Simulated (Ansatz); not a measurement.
**Phonons of H4C (I-43m) against volume**

Aim: how the phonons of H4C (I-43m) shift with volume, and the thermal expansion that follows.

Calculated with Ansatz 0.2.0; DFT LDA, scalar-relativistic, plane waves, PAW.

This is a report of a sequence of runs, with most program output left out.

## (1) Starting point

It takes space group I-43m (No. 217, cubic). The conventional cell has a = 4.252 Å, b = 4.252 Å, c = 4.252 Å, α = 90.00°, β = 90.00°, γ = 90.00°. Nearest to H lie 1 C at 1.10 Å. Nearest to C lie 4 H at 1.10 Å. Farther neighbours are not listed.

Coordinates:

```cif
data_structure
_symmetry_space_group_name_H-M 'I-43m'
_symmetry_Int_Tables_number 217
_cell_length_a 4.2520
_cell_length_b 4.2520
_cell_length_c 4.2520
_cell_angle_alpha 90.000
_cell_angle_beta 90.000
_cell_angle_gamma 90.000
_cell_volume 76.87
loop_
_atom_site_label
_atom_site_type_symbol
_atom_site_symmetry_multiplicity
_atom_site_Wyckoff_symbol
_atom_site_fract_x
_atom_site_fract_y
_atom_site_fract_z
_atom_site_occupancy
H1 H 8 c 0.35061 0.35061 0.64939 1
C1 C 2 a 0.00000 0.00000 0.00000 1
```

## (2) Phonons on a q mesh

The cell comes from relaxations at this level that are not shown. Stability and thermal properties need the whole zone. Linear response on a 4×4×4 q mesh gives force constants as far as a supercell of that size would, and the tensors from the zone-centre run are typed in so that the long-range dipole term is interpolated apart.

File input.yaml:

```yaml
crystal:
  lattice:
    - [-2.1259784733, 2.1259784733, 2.1259784733]
    - [2.1259784733, -2.1259784733, 2.1259784733]
    - [2.1259784733, 2.1259784733, -2.1259784733]
  atoms:
    - { symbol: H, position: [0.0, 0.0, 0.7012275935] }
    - { symbol: H, position: [0.7012275935, 0.0, 0.0] }
    - { symbol: H, position: [0.0, 0.7012275935, 0.0] }
    - { symbol: H, position: [0.2987724065, 0.2987724065, 0.2987724065] }
    - { symbol: C, position: [0.0, 0.0, 0.0] }
kpoints:
  mp_grid: { grid: [8, 8, 8] }
hamiltonian:
  xc: lda
scf:
  occupations: { method: fixed }
output:
  eigenvalues: true
phonons:
  method: dfpt
  qmesh: [4, 4, 4]
  temperatures: { t_max: 1000, t_step: 50 }
  qpath:
    path:
      - [[0.0, 0.0, 0.0], [0.5, -0.5, 0.5], [0.0, 0.0, 0.5], [0.0, 0.0, 0.0], [0.25, 0.25, 0.25], [0.5, -0.5, 0.5]]
      - [[0.25, 0.25, 0.25], [0.0, 0.0, 0.5]]
    npoints: 10
  non_analytic_term:
    high_frequency_dielectric_tensor: [[2.2037, 0.0, 0.0], [0.0, 2.2037, 0.0], [0.0, 0.0, 2.2037]]
    born_effective_charges:
      - { species: H, tensor: [[0.0662, -0.0363, 0.0363], [-0.0363, 0.0662, 0.0363], [0.0363, 0.0363, 0.0662]] }
      - { species: H, tensor: [[0.0662, 0.0363, 0.0363], [0.0363, 0.0662, -0.0363], [0.0363, -0.0363, 0.0662]] }
      - { species: H, tensor: [[0.0662, 0.0363, -0.0363], [0.0363, 0.0662, 0.0363], [-0.0363, 0.0363, 0.0662]] }
      - { species: H, tensor: [[0.0662, -0.0363, -0.0363], [-0.0363, 0.0662, -0.0363], [-0.0363, -0.0363, 0.0662]] }
      - { species: C, tensor: [[-0.2647, 0.0, 0.0], [0.0, -0.2647, 0.0], [0.0, 0.0, -0.2647]] }
    source: "zone-centre run at this cell"
```

Started as:

```
$ ansatz run input.yaml --threads 4 --pin off --max-ram 7168MiB --backend cpu --events-out ev --progress --plain --runs-dir out
```

It took 63 s on 4 threads of Arm Neoverse V2, shared host; peak memory 0.62 GiB.

This step gave:

| Item | Value |
| --- | --- |
| gap on the k-mesh | 7.585 eV |
| volume per atom | 7.687 Å³ |
| sum-rule residual before enforcement | 1.42e-4 eV/Å² |
| lowest frequency on the path | -14.63 cm⁻¹ |
| point group | -43m |
| highest frequency on the path or at a solved wavevector | 3064 cm⁻¹ |
| highest optical mode at the zone centre (no LO-TO term) | 3059 cm⁻¹ |
| lowest optical zone-centre mode | 208.8 cm⁻¹ |
| lowest mode on the q mesh (acoustic modes at Γ apart) | -14.34 cm⁻¹ |

Frequencies (cm⁻¹) solved at each irreducible wavevector; negative means imaginary. Frequencies by wavevector, by row:

```tsv
q in reciprocal lattice units	star	mode 1	mode 2	mode 3	mode 4	mode 13	mode 14	mode 15
0 0 0	1	0	0	0	208.8	3059	3059	3059
0 0 0.25	12	-14.3	86	117.6	180.3	3059	3061	3061
0 0 -0.5	6	11.8	124.4	140.9	164.1	3059	3063	3063
0 0.25 0.25	24	67.4	117.3	149.6	151.9	3060	3061	3063
0.25 0.25 0.25	2	118.9	118.9	118.9	165.4	3061	3061	3061
0.25 0.25 -0.25	6	115.1	115.1	117.6	167.7	3061	3061	3062
0.25 -0.5 -0.5	12	120.7	124.2	134.8	139.9	3061	3062	3063
-0.5 -0.5 -0.5	1	105.8	105.8	105.8	169.8	3063	3063	3063
```

Symmetry leaves 8 wavevectors to solve. The lowest mode among them, the acoustic zeros apart, lies at q = (0, 0, 0.25) and is imaginary, 14.3i cm⁻¹, so the energy falls along it.

## (3) Relaxing at another volume, volume ratio 0.97

The volume is scaled by 0.97 and held, while shape and atoms relax as far as symmetry allows. The modes can then be followed against volume.

File input.yaml:

```yaml
crystal:
  lattice:
    - [-2.104502475, 2.104502475, 2.104502475]
    - [2.104502475, -2.104502475, 2.104502475]
    - [2.104502475, 2.104502475, -2.104502475]
  atoms:
    - { symbol: H, position: [0.0, 0.0, 0.7012275935] }
    - { symbol: H, position: [0.7012275935, 0.0, 0.0] }
    - { symbol: H, position: [0.0, 0.7012275935, 0.0] }
    - { symbol: H, position: [0.2987724065, 0.2987724065, 0.2987724065] }
    - { symbol: C, position: [0.0, 0.0, 0.0] }
kpoints:
  mp_grid: { grid: [8, 8, 8] }
hamiltonian:
  xc: lda
scf:
  occupations: { method: fixed }
output:
  forces: true
  stress: true
  eigenvalues: true
relax:
  adjacent_minimum: "off"
  f_tol: 0.001
  max_steps: 60
```

Run time: 1.3 s. Hardware: 4 threads; peak memory 0.37 GiB.

Step by step:

```tsv
step	energy less that of the first step (eV)	largest force component (eV/Å)
1	0.0000	0.2056
2	-0.0070	0.0616
3	-0.0077	0.0011
4	-0.0077	0.0010
5	-0.0077	0.0000
```

The run keeps the 24 symmetry operations that it works with, so distortions that break them were not tested.

The atoms that moved most (Å):

```tsv
atom	dx	dy	dz	length
H1	-0.006	-0.006	0.006	0.011
H2	0.006	-0.006	-0.006	0.011
H3	-0.006	0.006	-0.006	0.011
H4	0.006	0.006	0.006	0.011
```

The relaxed structure:

```cif
data_structure
_symmetry_space_group_name_H-M 'P 1'
_symmetry_Int_Tables_number 1
_cell_length_a 3.6451
_cell_length_b 3.6451
_cell_length_c 3.6451
_cell_angle_alpha 109.471
_cell_angle_beta 109.471
_cell_angle_gamma 109.471
_cell_volume 37.28
loop_
_atom_site_label
_atom_site_type_symbol
_atom_site_fract_x
_atom_site_fract_y
_atom_site_fract_z
_atom_site_occupancy
H1 H 0.00000 0.00000 0.69823 1
H2 H 0.69823 0.00000 0.00000 1
H3 H 0.00000 0.69823 0.00000 1
H4 H 0.30177 0.30177 0.30177 1
C5 C 0.00000 0.00000 0.00000 1
```

This step gave:

```
pressure           : 0.2638 GPa
gap on the k-mesh  : 7.641 eV
volume per atom    : 7.457 Å³
direct gap on mesh : 7.641 eV
```

From the first step to the last the energy fell by 0.008 eV, and the largest move was 0.011 Å (H1 and 3 other atoms alike).

## (4) Phonons at the other volume, volume ratio 0.97

The phonons are repeated at this volume on the same k and q meshes.

File input.yaml:

```yaml
crystal:
  lattice:
    - [-2.104502475, 2.104502475, 2.104502475]
    - [2.104502475, -2.104502475, 2.104502475]
    - [2.104502475, 2.104502475, -2.104502475]
  atoms:
    - { symbol: H, position: [0.0, 0.0, 0.6982318518] }
    - { symbol: H, position: [0.6982318518, 0.0, 0.0] }
    - { symbol: H, position: [0.0, 0.6982318518, 0.0] }
    - { symbol: H, position: [0.3017681482, 0.3017681482, 0.3017681482] }
    - { symbol: C, position: [0.0, 0.0, 0.0] }
kpoints:
  mp_grid: { grid: [8, 8, 8] }
hamiltonian:
  xc: lda
scf:
  occupations: { method: fixed }
output:
  eigenvalues: true
phonons:
  method: dfpt
  dielectric: true
  rigid_motions: translations
  qmesh: [4, 4, 4]
  temperatures: { t_max: 1000, t_step: 50 }
  qpath:
    path:
      - [[0.0, 0.0, 0.0], [0.5, -0.5, 0.5], [0.0, 0.0, 0.5], [0.0, 0.0, 0.0], [0.25, 0.25, 0.25], [0.5, -0.5, 0.5]]
      - [[0.25, 0.25, 0.25], [0.0, 0.0, 0.5]]
    npoints: 10
```

The job ended after 61 s (4 threads; peak memory 0.64 GiB).

This step gave:

```
sum-rule residual before enforcement                    : 8.66e-5 eV/Å²
miss of the charge sum rule                             : 3.11e-5 e
lowest frequency on the path                            : -16.84 cm⁻¹
highest frequency on the path or at a solved wavevector : 3066 cm⁻¹
highest optical mode at the zone centre (no LO-TO term) : 3062 cm⁻¹
lowest optical zone-centre mode                         : 222.2 cm⁻¹
mean high-frequency dielectric constant                 : 2.247
largest Born charge (third of the trace)                : -0.2779 e
mean static dielectric constant                         : 2.276
top of the zone-centre spectrum with the field          : 3062 cm⁻¹
lowest mode on the q mesh (acoustic modes at Γ apart)   : -16.84 cm⁻¹
```

Frequencies (cm⁻¹) solved at each irreducible wavevector; negative means imaginary. Frequencies by wavevector, by row:

```tsv
q in reciprocal lattice units	star	mode 1	mode 2	mode 3	mode 4	mode 13	mode 14	mode 15
0 0 0	1	0	0	0	222.2	3062	3062	3062
0 0 0.25	12	-16.8	93	128.3	190.5	3062	3064	3064
0 0 -0.5	6	6.7	134.6	146.3	172.5	3062	3066	3066
0 0.25 0.25	24	72.5	126.8	156.8	164.3	3063	3064	3066
0.25 0.25 0.25	2	129.7	129.7	129.7	174	3064	3064	3064
0.25 0.25 -0.25	6	124.4	124.4	128.2	176.4	3064	3064	3065
0.25 -0.5 -0.5	12	127.8	130.1	140.7	149.8	3064	3066	3066
-0.5 -0.5 -0.5	1	107	107	107	183.8	3066	3066	3066
```

The highest optical mode at the zone centre (no LO-TO term) is 3061.6 cm⁻¹, +2.7 cm⁻¹ against the base run.

## (5) Relaxing at another volume, volume ratio 1.03

The volume is scaled by 1.03 and held, while shape and atoms relax as far as symmetry allows. The modes can then be followed against volume.

File input.yaml:

```yaml
crystal:
  lattice:
    - [-2.1470291342, 2.1470291342, 2.1470291342]
    - [2.1470291342, -2.1470291342, 2.1470291342]
    - [2.1470291342, 2.1470291342, -2.1470291342]
  atoms:
    - { symbol: H, position: [0.0, 0.0, 0.7012275935] }
    - { symbol: H, position: [0.7012275935, 0.0, 0.0] }
    - { symbol: H, position: [0.0, 0.7012275935, 0.0] }
    - { symbol: H, position: [0.2987724065, 0.2987724065, 0.2987724065] }
    - { symbol: C, position: [0.0, 0.0, 0.0] }
kpoints:
  mp_grid: { grid: [8, 8, 8] }
hamiltonian:
  xc: lda
scf:
  occupations: { method: fixed }
output:
  forces: true
  stress: true
  eigenvalues: true
relax:
  adjacent_minimum: "off"
  f_tol: 0.001
  max_steps: 60
```

Wall time 1.4 s (4 threads); peak memory 0.41 GiB.

Relaxation path:

```tsv
step	energy less that of the first step (eV)	largest force component (eV/Å)
1	0.0000	0.1898
2	-0.0065	0.0586
3	-0.0071	0.0012
4	-0.0071	0.0012
5	-0.0071	0.0002
```

The run keeps the 24 symmetry operations that it works with, so distortions that break them were not tested.

The atoms that moved most (Å):

```tsv
atom	dx	dy	dz	length
H4	-0.006	-0.006	-0.006	0.011
H1	0.006	0.006	-0.006	0.011
H2	-0.006	0.006	0.006	0.011
H3	0.006	-0.006	0.006	0.011
```

Numbers from this step:

| Item | Value |
| --- | --- |
| pressure | -0.2143 GPa |
| gap on the k-mesh | 7.533 eV |
| volume per atom | 7.918 Å³ |
| direct gap on mesh | 7.533 eV |

The relaxation ends 1.4 meV an atom lower, with a largest force component of 2.0e-4 eV/Å.

## (6) Phonons at the other volume, volume ratio 1.03

File input.yaml:

```yaml
crystal:
  lattice:
    - [-2.1470291342, 2.1470291342, 2.1470291342]
    - [2.1470291342, -2.1470291342, 2.1470291342]
    - [2.1470291342, 2.1470291342, -2.1470291342]
  atoms:
    - { symbol: H, position: [0.0, 0.0, 0.7041135674] }
    - { symbol: H, position: [0.7041135674, 0.0, 0.0] }
    - { symbol: H, position: [0.0, 0.7041135674, 0.0] }
    - { symbol: H, position: [0.2958864326, 0.2958864326, 0.2958864326] }
    - { symbol: C, position: [0.0, 0.0, 0.0] }
kpoints:
  mp_grid: { grid: [8, 8, 8] }
hamiltonian:
  xc: lda
scf:
  occupations: { method: fixed }
output:
  eigenvalues: true
phonons:
  method: dfpt
  dielectric: true
  rigid_motions: translations
  qmesh: [4, 4, 4]
  temperatures: { t_max: 1000, t_step: 50 }
  qpath:
    path:
      - [[0.0, 0.0, 0.0], [0.5, -0.5, 0.5], [0.0, 0.0, 0.5], [0.0, 0.0, 0.0], [0.25, 0.25, 0.25], [0.5, -0.5, 0.5]]
      - [[0.25, 0.25, 0.25], [0.0, 0.0, 0.5]]
    npoints: 10
```

It took 68 s on 4 threads; peak memory 0.65 GiB; 4.4 min of CPU time.

Numbers from this step:

```
sum-rule residual before enforcement                    : 4.88e-5 eV/Å²
miss of the charge sum rule                             : 3.32e-5 e
lowest frequency on the path                            : -12.79 cm⁻¹
highest frequency on the path or at a solved wavevector : 3061 cm⁻¹
highest optical mode at the zone centre (no LO-TO term) : 3057 cm⁻¹
lowest optical zone-centre mode                         : 197.0 cm⁻¹
mean high-frequency dielectric constant                 : 2.163
largest Born charge (third of the trace)                : -0.2527 e
mean static dielectric constant                         : 2.190
top of the zone-centre spectrum with the field          : 3057 cm⁻¹
lowest mode on the q mesh (acoustic modes at Γ apart)   : -11.87 cm⁻¹
```

Frequencies (cm⁻¹) solved at each irreducible wavevector; negative means imaginary. Frequencies by wavevector, by row:

```tsv
q in reciprocal lattice units	star	mode 1	mode 2	mode 3	mode 4	mode 13	mode 14	mode 15
0 0 0	1	0	0	0	197	3057	3057	3057
0 0 0.25	12	-11.9	79.4	107.6	171.3	3057	3058	3059
0 0 -0.5	6	14.6	114.9	136.4	153	3057	3060	3061
0 0.25 0.25	24	62.6	108.4	139.8	143.7	3058	3059	3061
0.25 0.25 0.25	2	108.9	108.9	108.9	158.1	3059	3059	3059
0.25 0.25 -0.25	6	106.5	106.5	107.6	160.2	3058	3058	3059
0.25 -0.5 -0.5	12	111.8	121.5	129.6	130.5	3059	3060	3060
-0.5 -0.5 -0.5	1	105.4	105.4	105.4	156.8	3060	3060	3060
```

The highest optical mode at the zone centre (no LO-TO term) is 3056.7 cm⁻¹, -2.2 cm⁻¹ against the base run.

## (7) Grüneisen parameters

The Grüneisen parameter of a mode is minus the logarithmic change of its frequency with volume, −d ln ω / d ln V; weighted by heat capacity it gives the expansion.

This step gave:

```
bulk modulus : 8 GPa
```

The phonon branches at the labelled points (cm⁻¹):

```tsv
point	branch 1	branch 2	branch 3	branch 4	branch 12	branch 13	branch 14	branch 15
Γ	0	0	0	209	2918	3059	3059	3059
halfway	115	115	118	168	2932	3061	3061	3062
H	106	106	106	170	2945	3063	3063	3063
halfway	121	124	135	140	2938	3061	3062	3063
N	12	124	141	164	2932	3059	3063	3063
halfway	-14	86	118	180	2925	3059	3061	3061
Γ	0	0	0	209	2918	3059	3059	3059
halfway	63	63	139	178	2928	3060	3060	3063
P	119	119	119	165	2936	3061	3061	3061
halfway	100	126	145	145	2937	3062	3062	3062
H	106	106	106	170	2945	3063	3063	3063
jump to P	119	119	119	165	2936	3061	3061	3061
halfway	65	122	143	157	2934	3060	3062	3063
N	12	124	141	164	2932	3059	3063	3063
```

The same for volume x 0.97:

```tsv
point	branch 1	branch 2	branch 3	branch 4	branch 12	branch 13	branch 14	branch 15
Γ	0	0	0	222	2920	3062	3062	3062
H	107	107	107	184	2948	3066	3066	3066
N	7	135	146	172	2934	3062	3066	3066
Γ	0	0	0	222	2920	3062	3062	3062
P	130	130	130	174	2939	3064	3064	3064
H	107	107	107	184	2948	3066	3066	3066
P	130	130	130	174	2939	3064	3064	3064
N	7	135	146	172	2934	3062	3066	3066
```

The same for volume x 1.03:

```tsv
point	branch 1	branch 2	branch 3	branch 4	branch 12	branch 13	branch 14	branch 15
Γ	0	0	0	197	2917	3057	3057	3057
H	105	105	105	157	2942	3060	3060	3060
N	15	115	136	153	2930	3057	3060	3061
Γ	0	0	0	197	2917	3057	3057	3057
P	109	109	109	158	2934	3059	3059	3059
H	105	105	105	157	2942	3060	3060	3060
P	109	109	109	158	2934	3059	3059	3059
N	15	115	136	153	2930	3057	3060	3061
```

## (8) Outcome

| Quantity | Value |
| --- | --- |
| bulk modulus | 8 GPa |
| gap deformation potential | -1.79 eV |

**Reading.** No expansion is given, because modes are imaginary at one volume or more. Without the field, the highest optical mode at Γ goes from 3062 to 3057 cm⁻¹ as the cell grows, a Grüneisen parameter of 0.03. Branches are matched by rank, so values near crossings are rough. Molecules or layers are held here by dispersion, which a functional without a dispersion term lacks, so the volume and the soft modes are poorly fixed (LDA binds such crystals far too tightly, GGAs too loosely). The program warns that the interpolation holds no quadrupole term, so branches close to Γ can be off in this crystal.

[Logs are printed without paths, hosts, clocks, repeated set-up lines and the standing remarks that a program may print on its own settings, such as how far it seeks lower states.]

[Hosts, paths, dates, database ids (printed as entryN), source tags and the programs' standing remarks are cut or masked in the printed files.]
